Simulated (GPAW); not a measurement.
# 1T-SiO2 monolayer: work function by functional and basis, part 2 of 2

Wanted: work functions and dipole of 1T-SiO2 monolayer, with the cost of each level. Where a layer proves gapped, the work function hangs on where the smearing puts the Fermi level, and the band edges take its place.

GPAW 26.7.0; GPAW, PAW setups; layer in a repeated cell with vacuum, relaxation of atoms and in-plane cell (the session's first sound run).

So far, upper work function (eV): step 3 (the slab's potential, PBE, GPAW) 7.32; step 4 (revPBE) 7.20; step 5 (GPAW, PAW setups) 7.51; step 6 (RPBE) 7.23; step 7 (LDA) 7.59.

## Step 8: Self-consistent run: xc = "vdW-DF2"

Level of this step: GPAW, PAW setups; slab in vacuum (GPAW).

The same geometry under vdW-DF2, to see how far the functional moves the levels against the vacuum (the van der Waals functionals take revPBE setups).

The input, run.py:

```python
import json
import numpy as np
from ase import Atoms
from gpaw import GPAW, PW

slab = Atoms(
    ['O', 'Si', 'O'],
    positions=[
        [1.34163, 0.77459, 9.00000],
        [0.00000, 0.00000, 9.92810],
        [0.00000, 1.54918, 10.85619]],
    cell=[[2.68325, -0.0, 0.0], [-1.34163, 2.32377, 0.0], [0.0, 0.0, 19.8562]],
    pbc=[True, True, False])

slab.calc = GPAW(mode=PW(500), xc='vdW-DF2', kpts={'size': (15, 15, 1), 'gamma': True},
                 occupations={'name': 'fermi-dirac', 'width': 0.05}, nbands='200%',
                 convergence={'density': 1e-05}, maxiter=200,
                 poissonsolver={'dipolelayer': 'xy'},
                 symmetry={'tolerance': 1e-3}, txt='slab.txt')
result = {}
energy = slab.get_potential_energy()
fermi = slab.calc.get_fermi_level()
v = slab.calc.get_electrostatic_potential().mean((0, 1)) - fermi
n = slab.calc.get_pseudo_density().mean((0, 1))
L = slab.cell[2, 2]
z = np.arange(len(v)) * L / len(v)
low, high = slab.positions[:, 2].min(), slab.positions[:, 2].max()
below, above = np.interp([low - 6.8, high + 6.8], z, v)
slopes = [np.interp(x, z, np.gradient(v, z)) for x in (low - 6.8, high + 6.8)]
eps = np.array([[slab.calc.get_eigenvalues(k, s) for k in range(len(slab.calc.get_ibz_k_points()))]
                for s in range(slab.calc.get_number_of_spins())]) - fermi
top, bottom = eps[eps < 0].max(), eps[eps > 0].min()
dipole = slab.get_dipole_moment()[2]
print(f'energy {energy:.4f} eV, Fermi level {fermi:.4f} eV, dipole {dipole:.5f} e A')
print(f'potential 6.8 A off the faces, from the Fermi level: lower {below:.4f} eV, upper {above:.4f} eV')
print(f'slope of the potential there: lower {slopes[0]:.5f}, upper {slopes[1]:.5f} eV/A')
print(f'nearest levels on the mesh: {top:.4f} and {bottom:.4f} eV')
print('magnetic moment', round(slab.get_magnetic_moment(), 3))
result.update(energy=energy, fermi=fermi, dipole=dipole, below=below, above=above, slopes=slopes, edges=[top, bottom],
              z=z.tolist(), v=v.tolist(), n=n.tolist(), positions=slab.positions.tolist(),
              forces=slab.get_forces(apply_constraint=False).tolist(), moments=slab.get_magnetic_moments().tolist())
json.dump(result, open('result.json', 'w'))
```

The run is started by

```console
> OMP_NUM_THREADS=1 OPENBLAS_NUM_THREADS=1 python run.py
```

What it wrote:

```text
energy -67.2115 eV, Fermi level -4.7272 eV, dipole -0.00007 e A
potential 6.8 A off the faces, from the Fermi level: lower 7.8668 eV, upper 7.8684 eV
slope of the potential there: lower -0.00078, upper 0.00078 eV/A
nearest levels on the mesh: -1.7318 and 4.8039 eV
magnetic moment 0.0
```

Wall time 26 s (1 thread of Arm Neoverse V1, shared host); peak memory 0.3 GiB.

Numbers from this step:

| Quantity | Value |
| --- | --- |
| dipole along the normal | -6.81e-5 e·Å |
| levels nearest the Fermi level on the mesh | -1.732, 4.804 eV from the Fermi level |
| upper work function | 7.868 eV |
| lower work function | 7.867 eV |
| upper ionisation energy | 9.600 eV |

The highest filled level lies 1.73 eV under the Fermi level, so the ionisation energy from the upper face is 7.868 + 1.73 = 9.600 eV, against 9.057 eV in the base run.

## Step 9: Real-space grid: mode = "fd"

A real-space grid is a second complete basis, so it checks the plane-wave result.

Edit run.py of step 8 so:

```diff
@@ -3,3 +3,3 @@
 from ase import Atoms
-from gpaw import GPAW, PW
+from gpaw import GPAW
 
@@ -14,3 +14,3 @@
 
-slab.calc = GPAW(mode=PW(500), xc='vdW-DF2', kpts={'size': (15, 15, 1), 'gamma': True},
+slab.calc = GPAW(mode='fd', h=0.18, xc='PBE', kpts={'size': (15, 15, 1), 'gamma': True},
                  occupations={'name': 'fermi-dirac', 'width': 0.05}, nbands='200%',
```

What it wrote:

```text
energy -23.4961 eV, Fermi level -7.4143 eV, dipole -0.00006 e A
potential 6.8 A off the faces, from the Fermi level: lower 7.4135 eV, upper 7.4151 eV
slope of the potential there: lower -0.00000, upper 0.00000 eV/A
nearest levels on the mesh: -1.6237 and 5.1459 eV
magnetic moment 0.0
```

Run time: 47 s. Hardware: 1 thread; peak memory 0.29 GiB.

This step gave:

```
dipole along the normal                    : -5.95e-5 e·Å
levels nearest the Fermi level on the mesh : -1.624, 5.146 eV from the Fermi level
upper work function                        : 7.415 eV
lower work function                        : 7.413 eV
upper ionisation energy                    : 9.039 eV
```

The highest filled level lies 1.62 eV under the Fermi level, so the ionisation energy from the upper face is 7.415 + 1.62 = 9.039 eV, against 9.057 eV in the base run.

## Step 10: Atomic orbitals: mode = "lcao"

Atom-centred orbitals end a few angstrom from the surface, which tests how much the density's tail matters.

Edit run.py of step 9 so:

```diff
@@ -14,4 +14,4 @@
 
-slab.calc = GPAW(mode='fd', h=0.18, xc='PBE', kpts={'size': (15, 15, 1), 'gamma': True},
-                 occupations={'name': 'fermi-dirac', 'width': 0.05}, nbands='200%',
+slab.calc = GPAW(mode='lcao', basis='dzp', h=0.18, xc='PBE', kpts={'size': (15, 15, 1), 'gamma': True},
+                 occupations={'name': 'fermi-dirac', 'width': 0.05}, nbands='120%',
                  convergence={'density': 1e-05}, maxiter=200,
```

What it wrote:

```text
energy -21.0275 eV, Fermi level -6.0224 eV, dipole -0.00006 e A
potential 6.8 A off the faces, from the Fermi level: lower 6.0216 eV, upper 6.0232 eV
slope of the potential there: lower 0.00000, upper 0.00000 eV/A
nearest levels on the mesh: -2.9787 and 3.9134 eV
magnetic moment 0.0
```

Run time: 32 s. Hardware: 1 thread; peak memory 0.17 GiB.

This step gave:

| Property | Result |
| --- | --- |
| levels nearest the Fermi level on the mesh | -2.979, 3.913 eV from the Fermi level |
| upper work function | 6.023 eV |
| lower work function | 6.022 eV |
| upper ionisation energy | 9.002 eV |

The highest filled level lies 2.98 eV under the Fermi level, so the ionisation energy from the upper face is 6.023 + 2.98 = 9.002 eV, against 9.057 eV in the base run.

## Step 11: Cost and result by level

Times are for 1 thread of Arm Neoverse V1, shared host. The series side by side:

| no. | run | upper ionisation energy (eV) | time | memory (GiB) |
| --- | --- | --- | --- | --- |
| 1 | pw | 9.057 | 19 s | 0.18 |
| 2 | revPBE | 8.927 | 19 s | 0.18 |
| 3 | optPBE vdW | 9.350 | 26 s | 0.3 |
| 4 | RPBE | 8.925 | 19 s | 0.19 |
| 5 | LDA | 9.391 | 17 s | 0.18 |
| 6 | vdW DF2 | 9.600 | 26 s | 0.3 |
| 7 | fd | 9.039 | 47 s | 0.29 |
| 8 | lcao | 9.002 | 32 s | 0.17 |

## Step 12: Side by side

Results and costs are gathered.

This step: comparison of work functions, dipole and cost (GPAW 26.7.0).

Ladder, by row:

```
      step  code  work function, upper (eV)  work function, lower (eV)  dipole (e Å)  wall time (s)  peak memory (GiB)  threads
        pw  GPAW                      7.319                      7.318      -6.84e-5          18.77               0.18        1
    revPBE  GPAW                      7.196                      7.194      -6.83e-5          18.77               0.18        1
optPBE-vdW  GPAW                      7.506                      7.505      -6.82e-5          25.53                0.3        1
      RPBE  GPAW                      7.226                      7.224      -6.83e-5          19.07               0.19        1
       LDA  GPAW                      7.585                      7.584      -6.84e-5          17.43               0.18        1
   vdW-DF2  GPAW                      7.868                      7.867      -6.81e-5          26.16                0.3        1
        fd  GPAW                      7.415                      7.413      -5.95e-5          46.77               0.29        1
      lcao  GPAW                      6.023                      6.022      -5.95e-5          32.29               0.17        1
```

## Step 13: A changed run

One more run, with changed settings.

This step: GPAW, PAW setups; slab in vacuum (GPAW 26.7.0).

Edit run.py of step 10 so:

```diff
@@ -3,3 +3,3 @@
 from ase import Atoms
-from gpaw import GPAW
+from gpaw import GPAW, PW
 
@@ -14,5 +14,5 @@
 
-slab.calc = GPAW(mode='lcao', basis='dzp', h=0.18, xc='PBE', kpts={'size': (15, 15, 1), 'gamma': True},
-                 occupations={'name': 'fermi-dirac', 'width': 0.05}, nbands='120%',
-                 convergence={'density': 1e-05}, maxiter=200,
+slab.calc = GPAW(mode=PW(500), xc='pbe96', kpts={'size': (15, 15, 1), 'gamma': True},
+                 occupations={'name': 'fermi-dirac', 'width': 0.05}, nbands='200%',
+                 convergence={'density': 1e-05}, maxiter=50,
                  poissonsolver={'dipolelayer': 'xy'},
```

What it wrote:

```text
NameError: Unknown functional: pbe96.
```

Run time: 0.78 s. Hardware: 1 thread; peak memory 0.1 GiB.

The input was rejected at the start.

The program's message: “NameError: Unknown functional: pbe96.”

The change that led to it: xc = "pbe96".

## Step 14: Outcome

```json
{
  "work function, both faces (Fermi level placed in the gap by the smearing)": "7.32 eV",
  "ionisation energy from the upper face (highest filled level on the mesh)": "9.06 eV",
  "electron affinity from the upper face (lowest empty Kohn-Sham level on the mesh)": "2.33 eV",
  "dipole along the normal": "-6.8e-5 e Å, near the numerical noise"
}
```

With plane waves and PBE the ionisation energy from the upper face is 9.06 eV and the Kohn-Sham electron affinity 2.33 eV. The levels nearest the Fermi level on the mesh lie 6.73 eV apart, so the slab is gapped there: the smearing puts the Fermi level inside the gap, and from either face the ionisation energy is the work function plus 1.7 eV. Both are Kohn-Sham levels on the mesh, and semilocal gaps are too small, so the affinity tends to come out too large and the ionisation energy too small. Work functions of a gapped slab move with the place of the Fermi level in the gap; over the runs without a planted fault the highest filled level on the mesh lies 8.92 (RPBE) to 9.60 eV (vdW-DF2) under the upper vacuum level. The starting lattice was a guess from atomic radii; the relaxation moved it by 11 %. The layer's cell and atoms come from the relaxation; spin-orbit coupling and temperature are left out.

[Logs are printed without paths, hosts, clocks, repeated set-up lines and the standing remarks that a program may print on its own settings, such as how far it seeks lower states.]

[Hosts, paths, dates, database ids (printed as entryN), source tags and the programs' standing remarks are cut or masked in the printed files.]
